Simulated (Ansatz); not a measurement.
## Is W-Nb-Nb-W stack of (111) layers a stable metal?

The plan: relax W-Nb-Nb-W stack of (111) layers, check its phonons, and, if the lattice is stable, compute its Eliashberg function and ρ(T).

Main program and level: Ansatz 0.2.0; DFT PBEsol, scalar-relativistic, plane waves, PAW; PAW set soft_1.

## 1. Set-up

The cell holds 4 atoms: 2 W and 2 Nb. Cell: a = 2.940 Å, b = 2.940 Å, c = 18.201 Å, α = 90.0°, β = 90.0°, γ = 120.0°. Vacuum lies along c.

## 2. Rough relaxation

Large forces or a large pressure at the start call for a first relaxation with loose thresholds.

input.yaml reads:

```yaml
crystal:
  lattice:
    - [2.93997, 0.0, 0.0]
    - [-1.46998, 2.54609, 0.0]
    - [0.0, 0.0, 18.20142]
  atoms:
    - { symbol: W, position: [0.0, 0.0, 0.30217429] }
    - { symbol: Nb, position: [0.33333333, 0.66666667, 0.4340581] }
    - { symbol: Nb, position: [0.66666667, 0.33333333, 0.5659419] }
    - { symbol: W, position: [0.0, 0.0, 0.69782571] }
  periodic: [true, true, false]
kpoints:
  mp_grid: { grid: [9, 9, 1] }
hamiltonian:
  xc: pbesol
  pseudopotentials: { kind: paw, azcp: { folder: soft_1 }, xc_functional: pbe }
scf:
  occupations: { method: gaussian, width: 0.1 }
output:
  forces: true
  stress: true
  eigenvalues: true
relax:
  adjacent_minimum: "off"
  f_tol: 0.05
  max_steps: 80
  cell: { stress_2d_tol: 0.02 }
```

Command:

```sh
$ ansatz run input.yaml --threads 4 --pin off --max-ram 12288MiB --backend cpu --events-out ev --progress --plain --runs-dir out
```

Numbers of over 12 decimals in the logs are rounded to 6 here.

What it wrote:

```text
Warning: crystal.periodic: the lattice vector that does not repeat stood 0.000° off the slab's normal, 18.201 Å along it as the deck builds it. The run solves the slab on a vector along the normal, 38.203 Å long, with every atom where it was (on the deck's vector they left 11.00 Å outside them, and the widest stretch free of ions among them is 2.40 Å). A fractional position that the run reports is one of the run's ce [...]
The last accepted step is kept in <dir> (removed where the run ends without a failure and the disk answers)
crystal.periodic: the lattice vector that does not repeat stood 0.000° off the slab's normal, 18.201 Å along it as the deck builds it. The run solves the slab on a vector along the normal, 38.203 Å long, with every atom where it was (on the deck's vector they left 11.00 Å outside them, and the widest stretch free of ions among them is 2.40 Å). A fractional position that the run reports is one of the run's cell, which [...]
Engine: ansatz 0.2.0, aarch64-unknown-linux-gnu
Pseudopotentials: kind: paw
Pseudopotential: W, paw, valence charge 14, recommended cutoff 420 eV (normal), soft_1/W.paw.azcp
Pseudopotential: Nb, paw, valence charge 13, recommended cutoff 420 eV (normal), soft_1/Nb.paw.azcp
Functional definition: PBEsol
  exchange = pbesol_x
  correlation = pbesol_c
Crystal: 4 atoms, lattice volume = 285.965 Å³
Basis set: ecut = 420 eV, 5503 PW (Γ), exchange–correlation on 40×40×512 points (8 copies of the dense FFT grid, shifted against one another)
Bands: 33, of which v1, the nominal top of the filled ones, is band 27 counted from 1 (26 counted from 0)
Symmetry: 12 space group operations
Space group: P-3m1 (ITA 164), of the structure as read, at distance tolerance 6.6e-5 Å
k-points: 12 of 81
Non-local potential: W, projectors of the file, l = 0: 3, l = 1: 2, l = 2: 2, l = 3: 1
Non-local potential: Nb, projectors of the file, l = 0: 3, l = 1: 2, l = 2: 2, l = 3: 1
PAW form: soft (Blöchl's): semilocal exchange-correlation on the pseudo side does not see the compensation charge
PAW frozen core: W, regenerated for the run's functional, and the local potential with it (the file was generated under x = pbe(κ = 0.804, μ = 0.219515), c = pbe(β = 0.066725))
PAW frozen core: Nb, regenerated for the run's functional, and the local potential with it (the file was generated under x = pbe(κ = 0.804, μ = 0.219515), c = pbe(β = 0.066725))
PAW one-centre angular grid: W, 590 points (default); XC on 64 Gauss nodes
PAW one-centre angular grid: Nb, 590 points (default); XC on 64 Gauss nodes
Initial density: superposition of atomic densities (neutral atoms: chi_scale 0, normalization atom)
Initial wavefunctions: pseudopotential atomic-orbital guess
Functional: x = pbesol(κ = 0.804, μ = 0.123457), c = pbesol(β = 0.046)
SCF iter   1: F=—  HF=-29503.490855 eV  |F-HF|=—  |Δ(HF+E_count)|=         —  Δρ=3.81e-2  dr2=8.41e0  ethr=3.10e-3  ⟨swp⟩=12.0  Hψ=2747  notcnv=0
preconditioner: auto → LDOS  [metal: Δε(μ)=0.043 eV  Ē_g=3.751 eV  σ=0.100 eV  W_gap=0.23  n_scr=24 (ndim 8)  ℏωp=10.3 eV  f_vac=0.689  D(μ)=7.11/eV (n_scr^D=24)  β→1.0]
SCF iter   2: F=—  HF=-29501.278694 eV  |F-HF|=—  |Δ(HF+E_count)|=    2.21e0  Δρ=1.92e-2  dr2=1.88e0  ethr=3.10e-3  ⟨swp⟩=4.3  Hψ=1131  notcnv=0  defer=7
SCF iter   3: F=—  HF=-29501.155226 eV  |F-HF|=—  |Δ(HF+E_count)|=   1.23e-1  Δρ=4.95e-3  dr2=2.98e-1  ethr=3.10e-3  ⟨swp⟩=3.4  Hψ=937  notcnv=0  defer=7
SCF iter   4: F=—  HF=-29501.125164 eV  |F-HF|=—  |Δ(HF+E_count)|=   3.01e-2  Δρ=1.89e-3  dr2=1.48e-2  ethr=5.52e-4  ⟨swp⟩=4.0  Hψ=985  notcnv=0  defer=5
SCF iter   5: F=—  HF=-29501.120702 eV  |F-HF|=—  |Δ(HF+E_count)|=   4.46e-3  Δρ=4.66e-4  dr2=1.46e-3  ethr=2.73e-5  ⟨swp⟩=4.1  Hψ=917  notcnv=0  defer=5
SCF iter   6: F=—  HF=-29501.120696 eV  |F-HF|=—  |Δ(HF+E_count)|=   5.74e-6  Δρ=1.80e-4  dr2=2.02e-4  ethr=2.71e-6  ⟨swp⟩=3.8  Hψ=911  notcnv=0  defer=5
SCF iter   7: F=—  HF=-29501.120685 eV  |F-HF|=—  |Δ(HF+E_count)|=   1.04e-5  Δρ=3.62e-5  dr2=3.55e-6  ethr=3.73e-7  ⟨swp⟩=3.5  Hψ=818  notcnv=0  defer=5
SCF iter   8: F=—  HF=-29501.120932 eV  |F-HF|=—  |Δ(HF+E_count)|=   2.47e-4  Δρ=1.09e-5  dr2=2.90e-7  ethr=6.57e-9  ⟨swp⟩=3.6  Hψ=907  notcnv=0  defer=5
iter 9 did not close the SCF: its close was put off until two iterations running show no level that it waits for move by more than its bar (scf_convergence_deferred on its scf_iter line)
SCF iter   9: F=-29501.120933 eV  HF=-29501.120933 eV  |F-HF|=2.51e-8  |Δ(HF+E_count)|=   6.59e-7  Δρ=2.61e-6  dr2=2.32e-8  ethr=1.85e-10  ⟨swp⟩=15.8  Hψ=2692  notcnv=0
iter 10 did not close the SCF: its close was put off until two iterations running show no level that it waits for move by more than its bar (scf_convergence_deferred on its scf_iter line)
SCF iter  10: F=-29501.120933 eV  HF=-29501.120933 eV  |F-HF|=1.28e-8  |Δ(HF+E_count)|=   2.10e-8  Δρ=6.15e-7  dr2=2.09e-9  ethr=4.30e-11  ⟨swp⟩=3.9  Hψ=1639  notcnv=0
SCF iter  11: F=-29501.120933 eV  HF=-29501.120933 eV  |F-HF|=1.12e-9  |Δ(HF+E_count)|=   1.29e-8  Δρ=1.31e-7  dr2=9.18e-11  ethr=3.88e-12  ⟨swp⟩=3.2  Hψ=1287  notcnv=0
SCF 1 converged in 11 iterations: F = -29501.120933 eV  dr2 = 9.18e-11
  greatest PAW one-centre occupation: 0.999 electrons in one spin orbital (limit 2), on the W atom at site 3 (counted from 0), in its partial waves of l = 0
relax step   1: F+E_penalty+E_count = -29501.12093309 eV  Δ(F+E_penalty+E_count) = +0.000e0 eV  max|allowed force component| = 6.706e-1 eV/Å  Δτ_max = 0.0000 Å  P = -22.781 N/m  Ω = 285.965 Å³  fix = [c, alpha, beta]  reactions: c -0.000 N/m  (11 SCF iters, dr2 threshold 1.00e-7 eV, accepted)
Crystal: 4 atoms, lattice volume = 258.486 Å³
Basis set: ecut = 420 eV, 5083 PW (Γ), exchange–correlation on 40×40×512 points (8 copies of the dense FFT grid, shifted against one another)
Initial density: handed on by an earlier stage of this run
Initial wavefunctions: those handed on with the density
iter 1 solved again at ethr=1.13e-3 eV; its pass at ethr=3.10e-3 eV (dr2=6.08e-1 eV) is discarded
SCF iter   1: F=—  HF=-29501.637983 eV  |F-HF|=—  |Δ(HF+E_count)|=         —  Δρ=7.19e-3  dr2=6.20e-1  ethr=1.13e-3  ⟨swp⟩=1.6  Hψ=3271  notcnv=0
preconditioner: auto → LDOS  [insulator: Δε(μ)=0.101 eV  Ē_g=3.891 eV  σ=0.100 eV  W_gap=0.53  n_scr=24 (ndim 8)  ℏωp=10.8 eV  f_vac=0.698  D(μ)=7.55/eV (n_scr^D=26)  ε∞_Penn≈8.8  β→1.0]
SCF iter   2: F=—  HF=-29501.576485 eV  |F-HF|=—  |Δ(HF+E_count)|=   6.15e-2  Δρ=4.08e-3  dr2=1.50e-1  ethr=1.13e-3  ⟨swp⟩=3.4  Hψ=805  notcnv=0
[...]
SCF iter   8: F=-29501.977314 eV  HF=-29501.977314 eV  |F-HF|=1.64e-7  |Δ(HF+E_count)|=   1.15e-6  Δρ=1.22e-5  dr2=3.92e-7  ethr=7.41e-10  ⟨swp⟩=20.7  Hψ=2914  notcnv=0
iter 9 did not close the SCF: its close was put off until two iterations running show no level that it waits for move by more than its bar (scf_convergence_deferred on its scf_iter line)
SCF iter   9: F=-29501.977314 eV  HF=-29501.977314 eV  |F-HF|=5.40e-8  |Δ(HF+E_count)|=   1.21e-8  Δρ=2.94e-6  dr2=1.82e-8  ethr=7.26e-10  ⟨swp⟩=4.8  Hψ=1824  notcnv=0
SCF iter  10: F=-29501.977314 eV  HF=-29501.977314 eV  |F-HF|=6.39e-9  |Δ(HF+E_count)|=   5.52e-8  Δρ=8.12e-7  dr2=1.75e-9  ethr=3.37e-11  ⟨swp⟩=4.4  Hψ=1631  notcnv=0
SCF 3 converged in 10 iterations: F = -29501.977314 eV  dr2 = 1.75e-9
relax step   3: F+E_penalty+E_count = -29501.97731422 eV  Δ(F+E_penalty+E_count) = -4.126e-1 eV  max|allowed force component| = 7.435e-1 eV/Å  Δτ_max = 0.1940 Å  P = -4.032 N/m  Ω = 252.190 Å³  energy of the carried Pulay correction = +1.951e-3 eV  fix = [c, alpha, beta]  reactions: c -0.000 N/m  (10 SCF iters, dr2 threshold 4.00e-7 eV, accepted)
[...]
relax step   4: F+E_penalty+E_count = -29502.00009013 eV  Δ(F+E_penalty+E_count) = -2.278e-2 eV  max|allowed force component| = 2.046e-1 eV/Å  Δτ_max = 0.1912 Å  P = +11.086 N/m  Ω = 238.467 Å³  energy of the carried Pulay correction = +2.816e-3 eV  fix = [c, alpha, beta]  reactions: c +0.000 N/m  (8 SCF iters, dr2 threshold 4.00e-7 eV, accepted)
[...]
relax step   5: F+E_penalty+E_count = -29502.08020054 eV  Δ(F+E_penalty+E_count) = -8.011e-2 eV  max|allowed force component| = 9.752e-2 eV/Å  Δτ_max = 0.0587 Å  P = -1.102 N/m  Ω = 247.201 Å³  energy of the carried Pulay correction = +2.260e-3 eV  fix = [c, alpha, beta]  reactions: c -0.000 N/m  (7 SCF iters, dr2 threshold 4.00e-7 eV, accepted)
[...]
relax step   6: F+E_penalty+E_count = -29502.07148469 eV  Δ(F+E_penalty+E_count) = +8.716e-3 eV  max|allowed force component| = 3.337e-1 eV/Å  Δτ_max = 0.0412 Å  P = +0.371 N/m  Ω = 246.467 Å³  energy of the carried Pulay correction = +2.306e-3 eV  fix = [c, alpha, beta]  (6 SCF iters, dr2 threshold 4.00e-7 eV, rejected (line search))
[...]
relax step   7: F+E_penalty+E_count = -29502.08176469 eV  Δ(F+E_penalty+E_count) = -1.564e-3 eV  max|allowed force component| = 2.920e-3 eV/Å  Δτ_max = 0.0085 Å  P = -0.032 N/m  Ω = 246.460 Å³  energy of the carried Pulay correction = +2.307e-3 eV  fix = [c, alpha, beta]  reactions: c -0.000 N/m  (11 SCF iters, accepted)
[...]
relax step   8: F+E_penalty+E_count = -29502.08177006 eV  Δ(F+E_penalty+E_count) = -5.374e-6 eV  max|allowed force component| = 1.049e-4 eV/Å  Δτ_max = 0.0009 Å  P = -0.001 N/m  Ω = 246.448 Å³  energy of the carried Pulay correction = +2.307e-3 eV  fix = [c, alpha, beta]  reactions: c -0.000 N/m  (6 SCF iters, dr2 threshold 8.51e-10 eV, accepted)
Initial wavefunctions: pseudopotential atomic-orbital guess (no wavefunctions were taken with the density)
iter 1 solved again at ethr=2.04e-7 eV; its pass at ethr=3.10e-3 eV (dr2=1.10e-4 eV) is discarded
SCF iter   1: F=—  HF=-29502.079881 eV  |F-HF|=—  |Δ(HF+E_count)|=         —  Δρ=9.75e-5  dr2=2.88e-6  ethr=2.04e-7  ⟨swp⟩=7.4  Hψ=4806  notcnv=0
preconditioner: auto → LDOS  [insulator: Δε(μ)=0.112 eV  Ē_g=3.926 eV  σ=0.100 eV  W_gap=0.53  n_scr=24 (ndim 8)  ℏωp=11.1 eV  f_vac=0.676  D(μ)=4.27/eV (n_scr^D=20)  ε∞_Penn≈9.0  β→1.0]
SCF iter   2: F=—  HF=-29502.080145 eV  |F-HF|=—  |Δ(HF+E_count)|=   2.64e-4  Δρ=8.35e-6  dr2=8.28e-8  ethr=5.33e-9  ⟨swp⟩=3.5  Hψ=984  notcnv=0
SCF iter   3: F=—  HF=-29502.080145 eV  |F-HF|=—  |Δ(HF+E_count)|=   3.49e-8  Δρ=1.94e-6  dr2=8.48e-9  ethr=1.53e-10  ⟨swp⟩=4.0  Hψ=1065  notcnv=0
SCF iter   4: F=—  HF=-29502.080145 eV  |F-HF|=—  |Δ(HF+E_count)|=   6.18e-9  Δρ=2.57e-7  dr2=7.88e-11  ethr=1.57e-11  ⟨swp⟩=4.1  Hψ=1078  notcnv=0
SCF iter   5: F=—  HF=-29502.080145 eV  |F-HF|=—  |Δ(HF+E_count)|=   1.47e-9  Δρ=7.05e-8  dr2=2.17e-11  ethr=1.00e-12  ⟨swp⟩=2.8  Hψ=634  notcnv=0
SCF iter   6: F=—  HF=-29502.080145 eV  |F-HF|=—  |Δ(HF+E_count)|=  2.95e-10  Δρ=2.60e-8  dr2=3.53e-12  ethr=1.00e-12  ⟨swp⟩=14.1  Hψ=3346  notcnv=0
SCF iter   7: F=-29502.080145 eV  HF=-29502.080145 eV  |F-HF|=4.73e-11  |Δ(HF+E_count)|=  1.46e-11  Δρ=4.61e-9  dr2=8.29e-14  ethr=1.00e-12  ⟨swp⟩=8.8  Hψ=2278  notcnv=0
SCF 9 converged in 7 iterations: F = -29502.080145 eV  dr2 = 8.29e-14
relax step   9: F+E_penalty+E_count = -29502.08014528 eV  Δ(F+E_penalty+E_count) = +1.625e-3 eV  max|allowed force component| = 1.546e-4 eV/Å  Δτ_max = 0.0000 Å  P = -0.018 N/m  Ω = 246.448 Å³  fix = [c, alpha, beta]  reactions: c -0.000 N/m  stress off target by 1.84e-2 N/m on what of the cell is left free  SCF on the basis re-selected at this cell (its energy is not comparable with the rows above)  (7 SCF iters)
basis re-selected at this cell: Δ(F+E_penalty+E_count) = +1.625e-3 eV, ΔP = -0.017 N/m vs the last step (what re-selecting the basis moved, of the pressure what is left beyond the Pulay correction that the steps carried, after the strain that the cell walked since its last selection, with what the two solves' SCF thresholds leave and, on support functions, any second-order correction that the steps lacked; it is no m [...]
SCF converged after 7 iterations
Free energy (F): -29502.080145 eV
Harris-Foulkes:  -29502.080145 eV  (|F-HF|=4.73e-11)
Internal energy: -29502.058796 eV  (E = F + TS)
E sigma→0 (E₀):  -29502.069471 eV
Entropy (-TS):   -0.021349 eV (-5.337 meV/atom)
Fermi energy:    -5.471137 eV
--- Per-component energies (eV) ---
  E_band       = -1680.427074
  E_kinetic    = 1593.306435
  E_local      = -252807.025624  (includes V_loc(G=0)·N_el)
  E_nonlocal   = 150.237044
  E_hartree    = 125406.017572
  E_xc         = -859.662901
  E_vxc        = -860.587728  (∫ρ·V_xc dr)
  E_paw        = -22956.219357  (= ΣΔE_a)
  E_vpaw       = -568.392694  (= ΣTr[D̂ρ^β])
  E_aug_tail   = 0.000382  (compensation charges beyond the density's cutoff)
  E_ewald      = 119970.466519
  E_core_change = 0.821135  (= ΣΔE_core)
  E_smearing   = -0.021349  (= −TS)
  E_closure    = 0.000000  (closes the sum)
  Σ components = -29502.080145   (vs F -29502.080145, Δ=0.00e0)
--- Forces (eV/Å), atoms counted from 1 ---
  atom   1  W     -0.00000000    -0.00000000    -0.00008343
  atom   2  Nb    -0.00000000     0.00000000     0.00015461
  atom   3  Nb     0.00000000    -0.00000000    -0.00015461
  atom   4  W      0.00000000     0.00000000     0.00008343
  max |Σ_I F_I| component: 2.31e-18 eV/Å
--- 2D stress c σ (N/m, compression-positive) ---
       -0.018361      -0.000000      -0.000000
       -0.000000      -0.018361      -0.000000
        0.000000       0.000000       0.000000
  P = ½ c Tr σ = -0.0184 N/m
--- Band table (eV; the first three rows and the last of 12) ---
  k-point 0: bands = [... 23 lower, -5.6494, -5.6413, -5.6413, -5.6235, -5.6235, -5.1748, -5.0914, -5.0914, ... 2 higher]
  k-point 1: bands = [... 23 lower, -6.1621, -6.1008, -6.0171, -5.7815, -5.3747, -5.3123, -5.1423, -5.1243, ... 2 higher]
  k-point 2: bands = [... 23 lower, -6.6964, -6.6397, -6.5150, -6.3673, -5.6341, -4.9388, -3.8596, -3.8322, ... 2 higher]
  k-point 11: bands = [... 23 lower, -6.4493, -6.4493, -6.4052, -6.4052, -6.1256, -6.1256, -4.3598, -4.1699, ... 2 higher]
--- Relaxed structure (8 steps of the walk, 7 accepted, 1 SCFs on fresh bases) ---
  F+E_penalty+E_count = -29502.08014528 eV   max|allowed force component| = 1.546e-4 eV/Å   (the final SCF, on the basis selected at the relaxed cell)
  cell:  # Å, volume = 246.4484 Å³
    - [2.729291, -2.6798853962525555e-6, 0.0]
    - [-1.364643, 2.363637, 0.0]
    - [0.0, 0.0, 38.202835]
  atoms:
    - { symbol: W, position: [0, 0, 0.136849] }
    - { symbol: Nb, position: [0.333333, 0.666667, 0.203040] }
    - { symbol: Nb, position: [0.666667, 0.333333, 0.273402] }
    - { symbol: W, position: [0, 0, 0.339592] }
```

Elapsed: 22 s, on 4 threads of Arm Neoverse V2, shared host; peak memory 0.63 GiB; 78 s of CPU time.

Relaxation path:

```tsv
step	energy less that of the first step (eV)	largest force component (eV/Å)	volume (Å³)
1	0.0000	0.6706	285.96
2	-0.4438	1.6854	258.49
3	-0.8564	0.7435	252.19
4	-0.8792	0.2046	238.47
5	-0.9593	0.0975	247.20
6	-0.9506	0.3337	246.47
7	-0.9608	0.0029	246.46
8	-0.9608	0.0001	246.45
9*	-0.9592	0.0002	246.45
```

Relaxation steps marked * repeat the geometry before them on a plane-wave basis chosen anew for their cell, so energy and pressure can jump there. Relaxation step 6 was tried and not accepted.

The run keeps the 12 symmetry operations that it works with, so distortions that break them were not tested.

```tsv
cell as run	before	after	change
a (Å)	2.940	2.729	-7.2 %
b (Å)	2.940	2.729	-7.2 %
```

The atoms that moved most (Å, along periodic axes as changes of fractional coordinates times the final cell, across vacuum about the mean position):

```tsv
atom	dx	dy	dz	length
W1	0.000	0.000	-0.272	0.272
W4	0.000	0.000	0.272	0.272
Nb3	0.000	0.000	0.144	0.144
Nb2	0.000	0.000	-0.144	0.144
```

The relaxed structure:

```cif
data_structure
_symmetry_space_group_name_H-M 'P 1'
_symmetry_Int_Tables_number 1
_cell_length_a 2.7293
_cell_length_b 2.7293
_cell_length_c 38.2028
_cell_angle_alpha 90.000
_cell_angle_beta 90.000
_cell_angle_gamma 120.000
_cell_volume 246.45
loop_
_atom_site_label
_atom_site_type_symbol
_atom_site_fract_x
_atom_site_fract_y
_atom_site_fract_z
_atom_site_occupancy
W1 W 0.00000 0.00000 0.13685 1
Nb2 Nb 0.33333 0.66667 0.20304 1
Nb3 Nb 0.66667 0.33333 0.27340 1
W4 W 0.00000 0.00000 0.33959 1
```

This step gave:

| Quantity | Value |
| --- | --- |
| metallic on mesh | yes |
| gap on the k-mesh | 0 eV |

The relaxation ends with a largest force component of 1.5e-4 eV/Å.

## 3. Relaxation

Lattice constant and positions set the bands and the force constants, so the cell is relaxed first.

input.yaml, the sections that differ from step 2:

```yaml
crystal:
  lattice:
    - [2.7292910701, -2.6799e-06, 0.0]
    - [-1.3646432142, 2.363636741, 0.0]
    - [0.0, 0.0, 38.202835338]
  atoms:
    - { symbol: W, position: [0.0, 0.0, 0.1368491732] }
    - { symbol: Nb, position: [0.3333333333, 0.6666666667, 0.2030395976] }
    - { symbol: Nb, position: [0.6666666667, 0.3333333333, 0.2734020025] }
    - { symbol: W, position: [0.0, 0.0, 0.339592427] }
  periodic: [true, true, false]
kpoints:
  mp_grid: { grid: [12, 12, 1] }
relax:
  adjacent_minimum: "off"
  f_tol: 0.005
  max_steps: 80
  cell: { stress_2d_tol: 0.02 }
# hamiltonian, scf, output: as in step 2
```

What it wrote:

```text
[the first part of the log is left out]
  E_aug_tail   = 0.000384  (compensation charges beyond the density's cutoff)
  E_ewald      = 125246.785573
  E_core_change = 0.821135  (= ΣΔE_core)
  E_smearing   = -0.034231  (= −TS)
  E_closure    = -0.000000  (closes the sum)
  Σ components = -29502.085128   (vs F -29502.085128, Δ=0.00e0)
--- Forces (eV/Å), atoms counted from 1 ---
  atom   1  W     -0.00000000    -0.00000000     0.00005913
  atom   2  Nb     0.00000000     0.00000000    -0.00046301
[...]
P = ½ c Tr σ = 0.0057 N/m
--- Band table (eV; the first three rows and the last of 19) ---
[...]
--- Relaxed structure (5 steps of the walk, 4 accepted, 1 SCFs on fresh bases) ---
[...]
cell:  # Å, volume = 254.9832 Å³
    - [2.737445, -2.6878996053237676e-6, 0]
    - [-1.368720, 2.370698, 0]
    - [0, 0, 39.290734]
  atoms:
    - { symbol: W, position: [0, -3.8916770900602403e-19, 0.133791] }
    - { symbol: Nb, position: [0.333333, 0.666667, 0.197624] }
    - { symbol: Nb, position: [0.666667, 0.333333, 0.265625] }
    - { symbol: W, position: [0, 3.891677090060242e-19, 0.329459] }
```

Wall time 18 s (4 threads); peak memory 0.67 GiB; 69 s of CPU time.

Step by step:

```tsv
step	energy less that of the first step (eV)	largest force component (eV/Å)	volume (Å³)
1	0.0000	0.1176	253.47
2	0.0666	0.7366	255.82
3	-0.0041	0.0102	254.66
4	-0.0042	0.0087	254.98
5	-0.0042	0.0004	254.98
6	-0.0043	0.0005	254.98
```

The log counts 1 steps on a newly chosen plane-wave basis, not all of them marked here; energy and pressure can jump at such steps. Relaxation step 2 was tried and not accepted.

```tsv
cell as run	before	after	change
a (Å)	2.729	2.737	+0.3 %
b (Å)	2.729	2.737	+0.3 %
```

The atoms that moved most (Å, along periodic axes as changes of fractional coordinates times the final cell, across vacuum about the mean position):

```tsv
atom	dx	dy	dz	length
W4	0.000	0.000	-0.029	0.029
W1	0.000	0.000	0.029	0.029
Nb2	0.000	0.000	0.008	0.008
Nb3	0.000	0.000	-0.008	0.008
```

The relaxed structure:

```cif
data_structure
_symmetry_space_group_name_H-M 'P 1'
_symmetry_Int_Tables_number 1
_cell_length_a 2.7374
_cell_length_b 2.7374
_cell_length_c 39.2907
_cell_angle_alpha 90.000
_cell_angle_beta 90.000
_cell_angle_gamma 120.000
_cell_volume 254.98
loop_
_atom_site_label
_atom_site_type_symbol
_atom_site_fract_x
_atom_site_fract_y
_atom_site_fract_z
_atom_site_occupancy
W1 W 0.00000 0.00000 0.13379 1
Nb2 Nb 0.33333 0.66667 0.19762 1
Nb3 Nb 0.66667 0.33333 0.26563 1
W4 W 0.00000 0.00000 0.32946 1
```

The relaxation ends with a largest force component of 4.6e-4 eV/Å.

[end of part 1 of 2]

[Logs are printed without paths, hosts, clocks, repeated set-up lines and the standing remarks that a program may print on its own settings, such as how far it seeks lower states.]

[Hosts, paths, dates, database ids (printed as entryN), source tags and the programs' standing remarks are cut or masked in the printed files.]
